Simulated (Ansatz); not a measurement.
# PtSe2 monolayer (2H): modes against biaxial strain in the plane of the sheet, part 2 of 3

Wanted: the shifts of the zone-centre modes of PtSe2 monolayer (2H) with strain.

Ansatz 0.2.0; DFT PBE, scalar-relativistic, plane waves, PAW; PAW set soft_1.

So far: The starting structure; A rough relaxation first; Relaxation.

## 4. Tight relaxation

Phonons need small forces and stress, so the relaxation is finished with tight tolerances on 15×15×1 k points.

Contents of input.yaml:

```yaml
crystal:
  lattice:
    - [3.6318837562, 0.0, 0.0]
    - [-1.8159418781, 3.1453035964, 0.0]
    - [0.0, 0.0, 30.46]
  atoms:
    - { symbol: Pt, position: [0.3333333333, 0.6666666667, 0.3282994091] }
    - { symbol: Se, position: [0.6666666667, 0.3333333333, 0.3767816303] }
    - { symbol: Se, position: [0.6666666667, 0.3333333333, 0.2798171878] }
  periodic: [true, true, false]
kpoints:
  mp_grid: { grid: [15, 15, 1] }
hamiltonian:
  xc: pbe
  pseudopotentials: { kind: paw, azcp: { folder: soft_1 } }
scf:
  occupations: { method: methfessel_paxton, width: 0.2 }
output:
  forces: true
  stress: true
  eigenvalues: true
  write_density: true
  write_potential: true
  elf: true
  volumetric_format: npy
relax:
  adjacent_minimum: "off"
  f_tol: 0.001
  max_steps: 60
  cell: { stress_2d_tol: 0.002 }
```

Run with:

```sh
$ ansatz run input.yaml --threads 4 --pin off --max-ram 16384MiB --backend cpu --events-out ev --progress --plain --runs-dir out
```

Numbers of over 12 decimals in the logs are rounded to 6 here.

What it wrote:

```text
[...]
Crystal: 3 atoms, lattice volume = 347.956 Å³
Basis set: ecut = 420 eV, 6701 PW (Γ), exchange–correlation on 50×50×432 points (8 copies of the dense FFT grid, shifted against one another)
Bands: 30, of which v1, the nominal top of the filled ones, is band 25 counted from 1 (24 counted from 0)
Symmetry: 12 space group operations
[...]
° read free of the cell's end (the report's vacuum.weakly_bound_levels)
--- Relaxed structure (4 steps of the walk, 4 accepted, 1 SCFs on fresh bases) ---
[...]
cell:  # Å, volume = 348.6785 Å³
    - [3.635652, 0, 0]
    - [-1.817826, 3.148567, 0]
    - [0, 0, 30.46]
  atoms:
    - { symbol: Pt, position: [0.333333, 0.666667, 0.328299] }
    - { symbol: Se, position: [0.666667, 0.333333, 0.376669] }
    - { symbol: Se, position: [0.666667, 0.333333, 0.279930] }
[key lines of the parts left out:]
SCF converged after 8 iterations
Free energy (F): -23462.706953 eV
Fermi energy:    -4.714707 eV
P = ½ c Tr σ = -0.0001 N/m
```

The job ended after 42 s (4 threads of Arm Neoverse V1, shared host; peak memory 0.77 GiB; 2.7 min of CPU time).

Relaxation path:

| step | energy less that of the first step (eV) | largest force component (eV/Å) | volume (Å³) |
| --- | --- | --- | --- |
| 1 | 0.0000 | 0.0126 | 347.96 |
| 2 | 0.0000 | 0.0070 | 348.33 |
| 3 | 0.0000 | 0.0023 | 348.54 |
| 4 | 0.0000 | 0.0000 | 348.68 |
| 5* | -0.0001 | 0.0000 | 348.68 |

Relaxation steps marked * repeat the geometry before them on a plane-wave basis chosen anew for their cell, so energy and pressure can jump there.

Forces are held to the 12 operations that the run works with; a distortion that breaks them can't arise in this run.

| cell as run | before | after | change |
| --- | --- | --- | --- |
| a (Å) | 3.632 | 3.636 | +0.1 % |
| b (Å) | 3.632 | 3.636 | +0.1 % |

Final coordinates:

```cif
data_structure
_symmetry_space_group_name_H-M 'P 1'
_symmetry_Int_Tables_number 1
_cell_length_a 3.6357
_cell_length_b 3.6357
_cell_length_c 30.4600
_cell_angle_alpha 90.000
_cell_angle_beta 90.000
_cell_angle_gamma 120.000
_cell_volume 348.68
loop_
_atom_site_label
_atom_site_type_symbol
_atom_site_fract_x
_atom_site_fract_y
_atom_site_fract_z
_atom_site_occupancy
Pt1 Pt 0.33333 0.66667 0.32830 1
Se2 Se 0.66667 0.33333 0.37667 1
Se3 Se 0.66667 0.33333 0.27993 1
```

This step gave:

- area per atom: 3.816 Å²

Valence density in the ac plane at fractional y = 0.333, with atoms of Se within 0.2 Å of it. It is the smooth field of the valence electrons, not physical close to the nuclei.

Ten steps, logarithmic in the rise over the least value, from '0' (0 e/Å³) to '9' (20 e/Å³), each cell a mean:
```
00000000000000
00000000000000
00000000000000
00000000000000
00000000000000
00000000000000
00000000000000
00000000000000
00000000000000
00000000000000
00000000000000
00000000000000
00000000000000
00000000000000
10001124898532
22222223676422
22222223565322
10001134899632
00000000010000
00000000000000
00000000000000
00000000000000
00000000000000
00000000000000
```
Columns run along a (3.6 Å), rows up along c (30.5 Å). Atoms in or near the plane, at fractional coordinates: Se at (0.67, 0.38), Se at (0.67, 0.28).

ELF in the ac plane at fractional y = 0.333, with atoms of Se within 0.2 Å of it. It is the smooth field of the valence electrons, not physical close to the nuclei.

Values, 24 rows by 14 columns, each cell a mean:
```
0.00 0.00 0.00 0.00 0.00 0.00 0.00 0.00 0.00 0.00 0.00 0.00 0.00 0.00
0.00 0.00 0.00 0.00 0.00 0.00 0.00 0.00 0.00 0.00 0.00 0.00 0.00 0.00
0.00 0.00 0.00 0.00 0.00 0.00 0.00 0.00 0.00 0.00 0.00 0.00 0.00 0.00
0.00 0.00 0.00 0.00 0.00 0.00 0.00 0.00 0.00 0.00 0.00 0.00 0.00 0.00
0.00 0.00 0.00 0.00 0.00 0.00 0.00 0.00 0.00 0.00 0.00 0.00 0.00 0.00
0.00 0.00 0.00 0.00 0.00 0.00 0.00 0.00 0.00 0.00 0.00 0.00 0.00 0.00
0.00 0.00 0.00 0.00 0.00 0.00 0.00 0.00 0.00 0.00 0.00 0.00 0.00 0.00
0.00 0.00 0.00 0.00 0.00 0.00 0.00 0.00 0.00 0.00 0.00 0.00 0.00 0.00
0.00 0.00 0.00 0.00 0.00 0.00 0.00 0.00 0.00 0.00 0.00 0.00 0.00 0.00
0.00 0.00 0.00 0.00 0.00 0.00 0.00 0.00 0.00 0.00 0.00 0.00 0.00 0.00
0.00 0.00 0.00 0.00 0.00 0.00 0.00 0.00 0.00 0.00 0.00 0.00 0.00 0.00
0.00 0.00 0.00 0.00 0.00 0.00 0.00 0.00 0.00 0.00 0.00 0.00 0.00 0.00
0.01 0.00 0.00 0.00 0.01 0.01 0.02 0.03 0.04 0.05 0.04 0.04 0.02 0.01
0.13 0.04 0.02 0.03 0.09 0.23 0.39 0.50 0.57 0.59 0.58 0.53 0.44 0.31
0.48 0.21 0.10 0.15 0.37 0.64 0.77 0.76 0.63 0.55 0.58 0.72 0.78 0.72
0.36 0.30 0.28 0.29 0.33 0.43 0.52 0.54 0.48 0.42 0.44 0.52 0.54 0.47
0.34 0.30 0.29 0.30 0.32 0.39 0.47 0.50 0.47 0.42 0.44 0.49 0.49 0.43
0.49 0.23 0.11 0.16 0.38 0.65 0.77 0.74 0.58 0.49 0.52 0.69 0.77 0.73
0.16 0.05 0.02 0.03 0.11 0.27 0.45 0.56 0.63 0.65 0.64 0.59 0.50 0.36
0.01 0.00 0.00 0.00 0.01 0.01 0.03 0.04 0.06 0.06 0.06 0.05 0.03 0.02
0.00 0.00 0.00 0.00 0.00 0.00 0.00 0.00 0.00 0.00 0.00 0.00 0.00 0.00
0.00 0.00 0.00 0.00 0.00 0.00 0.00 0.00 0.00 0.00 0.00 0.00 0.00 0.00
0.00 0.00 0.00 0.00 0.00 0.00 0.00 0.00 0.00 0.00 0.00 0.00 0.00 0.00
0.00 0.00 0.00 0.00 0.00 0.00 0.00 0.00 0.00 0.00 0.00 0.00 0.00 0.00
```
Columns run along a (3.6 Å), rows up along c (30.5 Å). Atoms in or near the plane, at fractional coordinates: Se at (0.67, 0.38), Se at (0.67, 0.28).

Electrostatic potential energy in the ac plane at fractional y = 0.333, with atoms of Se within 0.2 Å of it. With pseudopotentials it is smooth inside the atoms' cores, unlike the true potential.

Values in eV, 24 rows by 14 columns, each cell a mean:
```
  0   0   0   0   0   0   0   0   0   0   0   0   0   0
  0   0   0   0   0   0   0   0   0   0   0   0   0   0
  0   0   0   0   0   0   0   0   0   0   0   0   0   0
  0   0   0   0   0   0   0   0   0   0   0   0   0   0
  0   0   0   0   0   0   0   0   0   0   0   0   0   0
  0   0   0   0   0   0   0   0   0   0   0   0   0   0
  0   0   0   0   0   0   0   0   0   0   0   0   0   0
  0   0   0   0   0   0   0   0   0   0   0   0   0   0
  0   0   0   0   0   0   0   0   0   0   0   0   0   0
  0   0   0   0   0   0   0   0   0   0   0   0   0   0
  0   0   0   0   0   0   0   0   0   0   0   0   0   0
  0   0   0   0   0   0   0   0   0   0   0   0   0   0
  0   0   0   0   0   0   0   0   0   0   0   0   0   0
  0   0   0   0   0  -1  -1  -1  -1  -2  -2  -1  -1  -1
 -4  -2  -1  -2  -3  -6 -13 -15 -11  -9 -10 -14 -14  -9
 -6  -6  -7  -7  -6  -7 -11 -13 -12 -11 -12 -13 -12  -8
 -6  -7  -8  -8  -7  -7  -9 -12 -12 -11 -12 -12 -10  -7
 -4  -2  -1  -2  -3  -7 -14 -16 -10  -8  -9 -15 -16 -10
  0   0   0   0   0  -1  -1  -2  -2  -2  -2  -2  -1  -1
  0   0   0   0   0   0   0   0   0   0   0   0   0   0
  0   0   0   0   0   0   0   0   0   0   0   0   0   0
  0   0   0   0   0   0   0   0   0   0   0   0   0   0
  0   0   0   0   0   0   0   0   0   0   0   0   0   0
  0   0   0   0   0   0   0   0   0   0   0   0   0   0
```
Columns run along a (3.6 Å; values clipped at the 3rd and 97th percentile), rows up along c (30.5 Å). Atoms in or near the plane, at fractional coordinates: Se at (0.67, 0.38), Se at (0.67, 0.28).

The largest force component left is 0.043 meV/Å, within the tolerances set.

## 5. Zone-centre response at rest

Phonons follow from the second derivative of the energy, found here by linear response.

The modes at rest are the reference of the series.

input.yaml, the sections that differ from step 4:

```yaml
crystal:
  lattice:
    - [3.6356522759, 0.0, 0.0]
    - [-1.817826138, 3.1485672303, 0.0]
    - [0.0, 0.0, 30.46]
  atoms:
    - { symbol: Pt, position: [0.3333333333, 0.6666666667, 0.3282994091] }
    - { symbol: Se, position: [0.6666666667, 0.3333333333, 0.3766691291] }
    - { symbol: Se, position: [0.6666666667, 0.3333333333, 0.279929689] }
  periodic: [true, true, false]
output:
  eigenvalues: true
phonons:
  method: dfpt
# kpoints, hamiltonian, scf: as in step 4
# relax: removed
```

What it wrote:

```text
Warning: crystal.symmetry: narrowed to the stabiliser of the run's FFT grids — unitary ops 12 → 6. A phonons.method: dfpt run fills in the rows of the dynamical matrix that it does not solve by its symmetry operations, which is exact only for operations that map its FFT grids onto themselves: filled in by any other, the frequencies could depend on the order in which like atoms are typed, or, by more than the grids' own error, on where the crystal sits among the grids' points. Excluded: 6 operations. The run can therefore solve more perturbations, solve them on more k-points, or both, and cost more. [rest of the remark cut]
[...]
Crystal: 3 atoms, lattice volume = 348.679 Å³
Basis set: ecut = 420 eV, 6725 PW (Γ), exchange–correlation on 50×50×432 points (8 copies of the dense FFT grid, shifted against one another)
Bands: 30, of which v1, the nominal top of the filled ones, is band 25 counted from 1 (24 counted from 0)
Symmetry: 12 space group operations
k-points: 64 of 225 (irreducible under 2 space group operations, time reversal used)
[...]
SCF iter   1: F=—  HF=-23463.254534 eV  |F-HF|=—  |Δ(HF+E_count)|=         —  Δρ=2.84e-2  dr2=3.07e0  ethr=3.10e-3  ⟨swp⟩=11.8  Hψ=11098  notcnv=0
[...]
SCF iter  11: F=-23462.706953 eV  HF=-23462.706953 eV  |F-HF|=0.00e0  |Δ(HF+E_count)|=  5.57e-10  S|Δr|=    0.00e0  Δρ=2.19e-8  dr2=2.06e-12  ethr=1.00e-12  ⟨swp⟩=14.8  Hψ=13561  notcnv=0
SCF 1 converged in 11 iterations: F = -23462.706953 eV  dr2 = 2.06e-12
[...]
DFPT response loops at Γ: preconditioner auto → none (partly filled bands, converged f_vac=0.781); β = 0.50; Broyden in place of MSR1
SCF converged after 11 iterations
[...]
Free energy (F): -23462.706953 eV
[...]
Internal energy: -23462.707131 eV  (E = F + TS)
E sigma→0 (E₀):  -23462.706997 eV
Entropy (-TS):   0.000178 eV (0.059 meV/atom)
Fermi energy:    -4.714706 eV
Step filling:    the computed levels leave a gap of 0.0000 eV = 0.0 smearing widths at the electron count; against every level under it full and every level over it empty, smearing changes F+E_penalty+E_count by +1.022 meV and its σ→0 estimate by +0.978 meV
[...]
--- Band table (eV; the first three rows and the last of 64) ---
  k-point 0: bands = [... 21 lower, -7.2340, -6.2244, -4.1468, -4.1468, -3.9226, -3.9226, -2.0985, -0.4090, ... 1 higher]
  k-point 1: bands = [... 21 lower, -7.2844, -6.1656, -4.3402, -4.1725, -4.1035, -4.0250, -1.7904 (-1.7904°), -0.3298, ... 1 higher]
  k-point 2: bands = [... 21 lower, -7.4355, -6.0645, -4.7251, -4.6465, -4.3037, -3.9870, -1.1795 (-1.1795°), -0.1227, ... 1 higher]
  k-point 63: bands = [... 21 lower, -8.1281, -7.2270, -6.8778, -5.6041, -4.4089, -3.4877, -0.4292, 1.4510, ... 1 higher]
  ° read free of the cell's end (the report's vacuum.weakly_bound_levels)
--- Phonons (Γ-DFPT): 6 representative perturbations + reference, on 64 of 225 k-points (Σ response iterations 34) ---
  ASR residual: 3.510e-5 → 0.000e0 eV/Å²; symmetrization residual: 1.762e-4 eV/Å²
  The last average, over the group as it would stand without the narrowing to the FFT grids, took up to 6.635e-6 eV/Å² of the zone centre's force constants
  ASR residual per site (eV/Å²): 3.51e-5 2.64e-5 9.10e-6
  Γ frequencies (cm⁻¹): 0.00 0.00 0.00 102.42 102.42 106.60 106.60 130.23 192.04
  non-analytic LO–TO correction: not included (Born effective charges unavailable; polar crystals: no LO–TO splitting at Γ)
```

Elapsed: 3.4 min, on 4 threads; peak memory 2.3 GiB.

This step gave:

```
sum-rule residual before enforcement                    : 3.51e-5 eV/Å²
point group                                             : -6m2
highest optical mode at the zone centre (no LO-TO term) : 192.0 cm⁻¹
lowest optical zone-centre mode                         : 102.4 cm⁻¹
```

Patterns of degenerate modes are one choice out of their space. The modes at Γ (shares of kinetic energy by element, %):

```csv
mode,frequency (cm⁻¹),symmetry,Pt %,Se %
1,0.0,acoustic,55,45
2,0.0,acoustic,55,45
3,0.0,acoustic,55,45
4,102.4,E'',0,100
5,102.4,E'',0,100
6,106.6,E',45,55
7,106.6,E',45,55
8,130.2,A2'',45,55
9,192.0,A1',0,100
```

Displacements in mode 5 (102.4 cm⁻¹), the largest set to 1:
```
Pt1  0.00  0.00  0.00
Se2  0.35  1.00  0.00
Se3 -0.35 -1.00  0.00
```

Displacements in mode 9 (192.0 cm⁻¹), the largest set to 1:
```
Pt1  0.00  0.00  0.00
Se2  0.00  0.00  1.00
Se3  0.00  0.00 -1.00
```

Before it was imposed, the acoustic sum rule was missed by 3.5e-5 eV/Å². Small misses are needed for a sound result but don't prove that mesh and cutoff are converged. The lowest optical mode is real, 102 cm⁻¹.

## 6. A member of the series: biaxial strain of +5 % in the plane of the sheet

The cell takes a biaxial strain of +5 % in the plane of the sheet. The cell is held, and the atoms relax in it.

input.yaml, the sections that differ from step 5:

```yaml
crystal:
  lattice:
    - [3.8174348897, 0.0, 0.0]
    - [-1.9087174449, 3.3059955918, 0.0]
    - [0.0, 0.0, 30.46]
  atoms:
    - { symbol: Pt, position: [0.3333333333, 0.6666666667, 0.3282994091] }
    - { symbol: Se, position: [0.6666666667, 0.3333333333, 0.3737441639] }
    - { symbol: Se, position: [0.6666666667, 0.3333333333, 0.2828546543] }
  periodic: [true, true, false]
output:
  forces: true
  stress: true
  eigenvalues: true
relax:
  adjacent_minimum: "off"
  f_tol: 0.001
  max_steps: 60
# kpoints, hamiltonian, scf: as in step 5
# phonons: removed
```

What it wrote:

```text
[...]
--- Relaxed structure (5 steps of the walk, 5 accepted, 0 SCFs on fresh bases) ---
  F+E_penalty+E_count = -23462.62608688 eV   max|allowed force component| = 3.222e-5 eV/Å
  cell:  # Å, volume = 384.4181 Å³
    - [3.817435, 2.886744907122186e-11, 0.0]
    - [-1.908717, 3.305996, 0.0]
    - [0.0, 0.0, 30.46]
  atoms:
    - { symbol: Pt, position: [0.333333, 0.666667, 0.3282994091] }
    - { symbol: Se, position: [0.666667, 0.333333, 0.372986] }
    - { symbol: Se, position: [0.666667, 0.333333, 0.283613] }
[key lines of the parts left out:]
SCF converged after 5 iterations
Free energy (F): -23462.626087 eV
Fermi energy:    -4.489317 eV
P = ½ c Tr σ = -1.9260 N/m
```

Wall time 39 s (4 threads); peak memory 0.82 GiB.

Step by step:

| step | energy less that of the first step (eV) | largest force component (eV/Å) |
| --- | --- | --- |
| 1 | 0.0000 | 0.2207 |
| 2 | -0.0044 | 0.0867 |
| 3 | -0.0052 | 0.0050 |
| 4 | -0.0052 | 0.0028 |
| 5 | -0.0052 | 0.0000 |

The run keeps the 12 symmetry operations that it works with, so distortions that break them were not tested.

The atoms that moved most (Å):

```csv
atom,dx,dy,dz,length
Se2,0.000,0.000,-0.023,0.023
Se3,0.000,0.000,0.023,0.023
```

The relaxed structure:

```cif
data_structure
_symmetry_space_group_name_H-M 'P 1'
_symmetry_Int_Tables_number 1
_cell_length_a 3.8174
_cell_length_b 3.8174
_cell_length_c 30.4600
_cell_angle_alpha 90.000
_cell_angle_beta 90.000
_cell_angle_gamma 120.000
_cell_volume 384.42
loop_
_atom_site_label
_atom_site_type_symbol
_atom_site_fract_x
_atom_site_fract_y
_atom_site_fract_z
_atom_site_occupancy
Pt1 Pt 0.33333 0.66667 0.32830 1
Se2 Se 0.66667 0.33333 0.37299 1
Se3 Se 0.66667 0.33333 0.28361 1
```

Numbers from this step:

```
area per atom : 4.207 Å²
```

The largest force component left is 0.032 meV/Å.

## 7. Zone-centre modes of the member: biaxial strain of +5 % in the plane of the sheet

The zone-centre modes follow for biaxial strain of +5 % in the plane of the sheet.

input.yaml, the sections that differ from step 6:

```yaml
crystal:
  lattice:
    - [3.8174348897, 0.0, 0.0]
    - [-1.9087174449, 3.3059955918, 0.0]
    - [0.0, 0.0, 30.46]
  atoms:
    - { symbol: Pt, position: [0.3333333333, 0.6666666667, 0.3282994091] }
    - { symbol: Se, position: [0.6666666667, 0.3333333333, 0.372985957] }
    - { symbol: Se, position: [0.6666666667, 0.3333333333, 0.2836128612] }
  periodic: [true, true, false]
output:
  eigenvalues: true
phonons:
  method: dfpt
# kpoints, hamiltonian, scf: as in step 6
# relax: removed
```

What it wrote:

```text
[...]
Crystal: 3 atoms, lattice volume = 384.418 Å³
Basis set: ecut = 420 eV, 7517 PW (Γ), exchange–correlation on 54×54×432 points (8 copies of the dense FFT grid, shifted against one another)
Bands: 30, of which v1, the nominal top of the filled ones, is band 25 counted from 1 (24 counted from 0)
Symmetry: 12 space group operations
k-points: 64 of 225 (irreducible under 2 space group operations, time reversal used)
[...]
SCF iter   1: F=—  HF=-23463.059671 eV  |F-HF|=—  |Δ(HF+E_count)|=         —  Δρ=2.48e-2  dr2=2.43e0  ethr=3.10e-3  ⟨swp⟩=11.1  Hψ=10870  notcnv=0
[...]
SCF iter  12: F=-23462.626087 eV  HF=-23462.626087 eV  |F-HF|=6.18e-11  |Δ(HF+E_count)|=  5.46e-10  S|Δr|=    0.00e0  Δρ=1.06e-8  dr2=6.08e-13  ethr=1.00e-12  ⟨swp⟩=14.4  Hψ=13202  notcnv=0
SCF 1 converged in 12 iterations: F = -23462.626087 eV  dr2 = 6.08e-13
[...]
SCF converged after 12 iterations
[...]
Free energy (F): -23462.626087 eV
[...]
Internal energy: -23462.622162 eV  (E = F + TS)
E sigma→0 (E₀):  -23462.625106 eV
Entropy (-TS):   -0.003925 eV (-1.308 meV/atom)
Fermi energy:    -4.489308 eV
[...]
--- Band table (eV; the first three rows and the last of 64) ---
  k-point 0: bands = [... 21 lower, -6.7280, -5.3058, -4.1586, -4.1586, -3.9370, -3.9370, -2.7237, -0.4901, ... 1 higher]
  k-point 1: bands = [... 21 lower, -6.7829, -5.2733, -4.3077, -4.1870, -4.1133, -4.0380, -2.3997, -0.4384, ... 1 higher]
  k-point 2: bands = [... 21 lower, -6.9429, -5.2751, -4.6251, -4.5581, -4.3129, -3.9901, -1.7760, -0.2922, ... 1 higher]
  k-point 63: bands = [... 21 lower, -7.8254, -6.8691, -6.6916, -5.5933, -4.0376, -3.2918, -0.2741, 1.2210, ... 1 higher]
[...]
ASR residual: 5.694e-5 → 0.000e0 eV/Å²; symmetrization residual: 1.251e-4 eV/Å²
[...]
ASR residual per site (eV/Å²): 5.69e-5 4.17e-5 4.89e-5
  Γ frequencies (cm⁻¹): 0.00 0.00 0.00 76.24 76.24 96.26 96.26 104.26 184.44
[...]
```

The job ended after 3.8 min (4 threads; peak memory 2.5 GiB; 15 min of CPU time).

Numbers from this step:

| Item | Value |
| --- | --- |
| sum-rule residual before enforcement | 5.69e-5 eV/Å² |
| highest optical mode at the zone centre (no LO-TO term) | 184.4 cm⁻¹ |
| lowest optical zone-centre mode | 76.24 cm⁻¹ |

Patterns of degenerate modes are one choice out of their space. Modes at Γ, with each element's share of the kinetic energy:

| mode | frequency (cm⁻¹) | symmetry | Pt % | Se % |
| --- | --- | --- | --- | --- |
| 1 | 0.0 | acoustic | 55 | 45 |
| 2 | 0.0 | acoustic | 55 | 45 |
| 3 | 0.0 | acoustic | 55 | 45 |
| 4 | 76.2 | E' | 45 | 55 |
| 5 | 76.2 | E' | 45 | 55 |
| 6 | 96.3 | E'' | 0 | 100 |
| 7 | 96.3 | E'' | 0 | 100 |
| 8 | 104.3 | A2'' | 45 | 55 |
| 9 | 184.4 | A1' | 0 | 100 |

Displacements in mode 4 (76.2 cm⁻¹), the largest set to 1:
```
Pt1  0.00  0.81  0.00
Se2  0.00 -1.00  0.00
Se3  0.00 -1.00  0.00
```

Displacements in mode 8 (104.3 cm⁻¹), the largest set to 1:
```
Pt1  0.00  0.00  0.81
Se2  0.00  0.00 -1.00
Se3  0.00  0.00 -1.00
```

The lowest optical mode is real, 76.2 cm⁻¹, and the highest lies at 184.4 cm⁻¹.

Between step 5 and this run (strain 5 %) the value for the highest optical mode at the zone centre (no LO-TO term) moves from 192 cm⁻¹ to 184 cm⁻¹ (-4 %).

(Part 2 of 3 ends here.)

[Logs are printed without paths, hosts, clocks, repeated set-up lines and the standing remarks that a program may print on its own settings, such as how far it seeks lower states.]

[Hosts, paths, dates, database ids (printed as entryN), source tags and the programs' standing remarks are cut or masked in the printed files.]
